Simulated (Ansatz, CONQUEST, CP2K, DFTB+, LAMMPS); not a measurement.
# Liquid K(F,Br) at 1200 K (94 atoms) in DFTB+, part 2 of 2

Aim: run liquid K(F,Br) at 1200 K (94 atoms) in DFTB+ and see how near its forces come to a plane-wave reference, and at what cost.

Program: DFTB+ 25.1; the method stands at each step. Banners, paths, timers and routine set-up lines are dropped from the logs unmarked, and long logs keep their key lines alone; longer cuts are marked.

So far. Step 2 (IPEA1-xTB): Forces lie 127 % from the reference's, at 0.12 times its CPU time (on 1 against 4 cores); the SCF took 62 steps, which the time reflects.

## (3) DFTB 3ob-3-1

Method: third-order SCC-DFTB tight binding, 3ob-3-1 parameters, diagonalisation.

The folder slako/ holds the set 3ob-3-1.

Contents of dftb_in.hsd:

```
Geometry = GenFormat {
  <<< geo.gen
}
Driver = {}
Hamiltonian = DFTB {
  Scc = Yes
  SlaterKosterFiles = Type2FileNames {
    Prefix = "slako/"
    Separator = "-"
    Suffix = ".skf"
  }
  MaxAngularMomentum {
    K = "p"
    F = "p"
    Br = "d"
  }
  ThirdOrderFull = Yes
  HCorrection = Damping { Exponent = 4.0 }
  HubbardDerivs {
    K = -0.0339
    F = -0.1623
    Br = -0.0573
  }
  SccTolerance = 1e-06
  MaxSccIterations = 300
  Mixer = Broyden { MixingParameter = 0.2 }
  Filling = Fermi { Temperature [K] = 580 }
  KPointsAndWeights = { 0.0 0.0 0.0 1.0 }
}
Analysis {
  PrintForces = Yes
  MullikenAnalysis = Yes
}
ParserOptions { ParserVersion = 14 }
```

Contents of geo.gen:

```
94 F
K F Br
[... 98 atom lines left out: the same atoms as in the first run ...]
```

Launch:

```sh
$ OMP_NUM_THREADS=1 dftb+ > output.txt
```

The program printed:

```text
Reading input file 'dftb_in.hsd'
Parser version: 14
--------------------------------------------------------------------------------
Reading SK-files:
./slako/K-K.skf
./slako/K-F.skf
[... lines left out ...]
WARNING!
[... lines left out ...]
 iSCC Total electronic   Diff electronic      SCC error
[... lines left out ...]
   14   -0.17656894E+03   -0.65369932E-11    0.47033443E-06
Total Energy:                     -175.6592927879 H        -4779.9326 eV
Extrapolated to 0K:               -175.6592927879 H        -4779.9326 eV
Total Mermin free energy:         -175.6592927879 H        -4779.9326 eV
Force related energy:             -175.6592927879 H        -4779.9326 eV
Volume:                              0.258681E+05 au^3   0.383326E+04 A^3
Pressure:                            0.694147E-04 au     0.204225E+10 Pa
```

detailed.out:

```text
Fermi distribution function
Calculation with static geometry
********************************************************************************
 iSCC Total electronic   Diff electronic      SCC error
[... lines left out ...]
Fermi level:                        -0.0921112164 H           -2.5065 eV
[... lines left out ...]
Band free energy (E-TS):          -120.4320839303 H        -3277.1237 eV
[... lines left out ...]
Total energy:                     -175.6592927879 H        -4779.9326 eV
[... lines left out ...]
Total Mermin free energy:         -175.6592927879 H        -4779.9326 eV
[... lines left out ...]
SCC converged
Total Forces
[... lines left out ...]
      0.032367831223     -0.059272138369      0.006480050405
     -0.011032984011      0.006480050395     -0.058569244899
Maximal derivative component:        0.200290E+00 au
Volume:                              0.258681E+05 au^3
Pressure:                            0.694147E-04 au     0.204225E+10 Pa
Warning: dipole moment is not defined absolutely!
Dipole moment:   17.38563113   17.92430619  -10.76640613 au
Dipole moment:   44.18987012   45.55904566  -27.36547699 Debye
```

Run time: 2.4 s. Hardware: 1 thread of Intel Xeon Platinum 8259CL at 2.50GHz (Skylake/Cascade Lake), shared host; peak memory 0.2 GiB.

Numbers from this run, and their distance from the reference:

```
r.m.s. force component                           : 1.258 eV/Å
r.m.s. difference of force components            : 1160 meV/Å
longest difference of force vectors              : 11520 meV/Å
force difference over r.m.s. force               : 411.3 %
slope of forces against the reference's          : 1.975
correlation of force components                  : 0.4431
gap (highest filled to lowest empty level) : 2.643 eV
gap difference                                   : -0.4321 eV
pressure                                         : 2.042 GPa
pressure difference                              : 2.504 GPa
```

Against the first run (127 %), the force difference from the reference is 411 %, at 0.10 times the CPU time (14 SCF steps against 62).

The difference per atom is largest on K (1.7 eV/Å on average, against 0.31 on F).

## (4) GFN2-xTB

Method: GFN2-xTB tight binding, diagonalisation.

Contents of dftb_in.hsd:

```
Geometry = GenFormat {
  <<< geo.gen
}
Driver = {}
Hamiltonian = xTB {
  Method = "GFN2-xTB"
  SccTolerance = 1e-06
  MaxSccIterations = 300
  Mixer = Broyden { MixingParameter = 0.2 }
  Filling = Fermi { Temperature [K] = 580 }
  KPointsAndWeights = { 0.0 0.0 0.0 1.0 }
}
Analysis {
  PrintForces = Yes
  MullikenAnalysis = Yes
}
ParserOptions { ParserVersion = 14 }
```

geo.gen is that of step 3.

Launch:

```sh
$ OMP_NUM_THREADS=1 dftb+ > output.txt
```

The program printed:

```text
Reading input file 'dftb_in.hsd'
Parser version: 14
--------------------------------------------------------------------------------
Processed input in HSD format written to 'dftb_pin.hsd'
Starting initialization...
--------------------------------------------------------------------------------
WARNING!
-> Dipole printed for extended system : value printed is not well defined
[... lines left out ...]
***  Geometry step: 0
 iSCC Total electronic   Diff electronic      SCC error
    1   -0.21656462E+03    0.00000000E+00    0.35466797E+01
    2   -0.21708770E+03   -0.21656462E+03    0.12559797E+01
    3   -0.21786528E+03   -0.52308013E+00    0.67977379E+00
[...]
>> Charges saved for restart in charges.bin
[...]
>> Charges saved for restart in charges.bin
[...]
>> Charges saved for restart in charges.bin
[...]
>> Charges saved for restart in charges.bin
[...]
299   -0.21918453E+03    0.36358311E-05    0.83419403E-01
>> Charges saved for restart in charges.bin
  300   -0.21918469E+03   -0.12214418E-04    0.87752676E-01
ERROR!
-> SCC is NOT converged, maximal SCC iterations exceeded
Note: The following floating-point exceptions are signalling: IEEE_INVALID_FLAG IEEE_DIVIDE_BY_ZERO IEEE_OVERFLOW_FLAG IEEE_UNDERFLOW_FLAG IEEE_DENORMAL
ERROR STOP
```

detailed.out:

```text
Fermi distribution function
Calculation with static geometry
********************************************************************************
 iSCC Total electronic   Diff electronic      SCC error
  301   -0.21918469E+03   -0.12214418E-04    0.87752676E-01
********************************************************************************
 Total charge:     0.00000000
 Atomic gross charges (e)
 Atom           Charge
    1       0.68890582
    2       0.72156034
    3       0.87867626
[...]
93      -0.63558228
   94      -0.61943631
Fermi level:                        -0.3077285665 H           -8.3737 eV
Band energy:                      -168.2645778985 H        -4578.7121 eV
TS:                                  0.0000002800 H            0.0000 eV
Band free energy (E-TS):          -168.2645781785 H        -4578.7121 eV
Extrapolated E(0K):               -168.2645780385 H        -4578.7121 eV
Input / Output electrons (q):    376.0000000000    376.0000000000
Energy H0:                        -223.1934979577 H        -6073.4041 eV
Energy SCC:                          4.0088097876 H          109.0853 eV
Total Electronic energy:          -219.1846881702 H        -5964.3188 eV
Repulsive energy:                    0.1995967994 H            5.4313 eV
Total energy:                     -219.2324513768 H        -5965.6185 eV
Extrapolated to 0:                -219.2324515168 H        -5965.6185 eV
Total Mermin free energy:         -219.2324516568 H        -5965.6185 eV
Force related energy:             -219.2324516568 H        -5965.6185 eV
```

Run time: 66 s. Hardware: 1 thread; peak memory 0.28 GiB.

The run stopped without converging, so its numbers are no property of the system.

## (5) The ladder

Differences are against the plane-wave reference, forces as r.m.s. over components; share is that over the reference's r.m.s. force, slope the least-squares factor from reference forces to these. Total energies of different programs have different zeros and aren't compared.

| run | Δ force, r.m.s. (meV/Å) | share (%) | slope | Δ pressure (GPa) | Δ gap (eV) | cores | CPU time | memory (GiB) |
| --- | --- | --- | --- | --- | --- | --- | --- | --- |
| reference | - | - | - | - | - | 4 | 3 min | 4.8 |
| DFTB+ IPEA1-xTB | 357 | 127 | 0.634 | -2.72 | - | 1 | 21 s | 0.3 |
| DFTB+ DFTB 3ob-3-1 | 1160 | 411 | 1.975 | 2.50 | -0.432 | 1 | 2.2 s | 0.2 |

CPU time is summed over cores on a shared host, where runs went side by side, so it is rough. Symmetry, cutoffs, thresholds, outputs and thread counts weren't matched or tuned between programs; memory under MPI is the largest rank's times the ranks.

Mean charges by element (e), by run and scheme:

| run | scheme | K | F | Br |
| --- | --- | --- | --- | --- |
| reference | Löwdin | +0.80 | -0.80 | -0.69 |
| DFTB+ IPEA1-xTB | Mulliken | +0.23 | -0.38 | -0.15 |
| DFTB+ DFTB 3ob-3-1 | Mulliken | +0.52 | -0.50 | -0.53 |

The reference's Löwdin charges lack the electrons that the projection spills, 0.034 e an atom on average.

## (6) Outcome

```yaml
nearest_in_forces: DFTB+ IPEA1-xTB, 127 %
its_cpu_time: 21 s
```

What this shows: Tight binding differs by 127 % (DFTB+ IPEA1-xTB) to 411 % (DFTB+ DFTB 3ob-3-1); it is another model, with fitted parameters of its own, and the xTB methods hold dispersion. IPEA1-xTB was fitted to ionisation energies and electron affinities, not to forces or charges. Of the electronic-structure runs that take under half the reference's CPU time, DFTB+ IPEA1-xTB comes nearest, at 127 % in 21 s against 3 min, too far off to be of use; its pressure misses by -2.7 GPa. Charges hang on model, scheme and program or settings: among these rows the mean for K runs from +0.23 to +0.80 e. Periodic xTB results under one method name differ between programs and library versions (DFTB+ here holds tblite 0.3). The frame stands for 1200 K, but pressures are static and levels are smeared at 580 K. The network of bonds at the start is that of the classical potential that made the cell, and needn't be the one that DFT or experiment would give. The ion parameters were fitted for water, not for melts, so the starting structure of this cell may lie well off the real melt's. The electronic-structure runs sample only Γ, in a cell whose shortest periodic width is 16 Å.

[Also dropped from logs without a mark: logging warnings of Python, and SIESTA's first energy breakdown and zero terms.]

[Logs are printed without paths, hosts, clocks, repeated set-up lines and the standing remarks that a program may print on its own settings, such as how far it seeks lower states.]

[Hosts, paths, dates, database ids (printed as entryN), source tags and the programs' standing remarks are cut or masked in the printed files.]
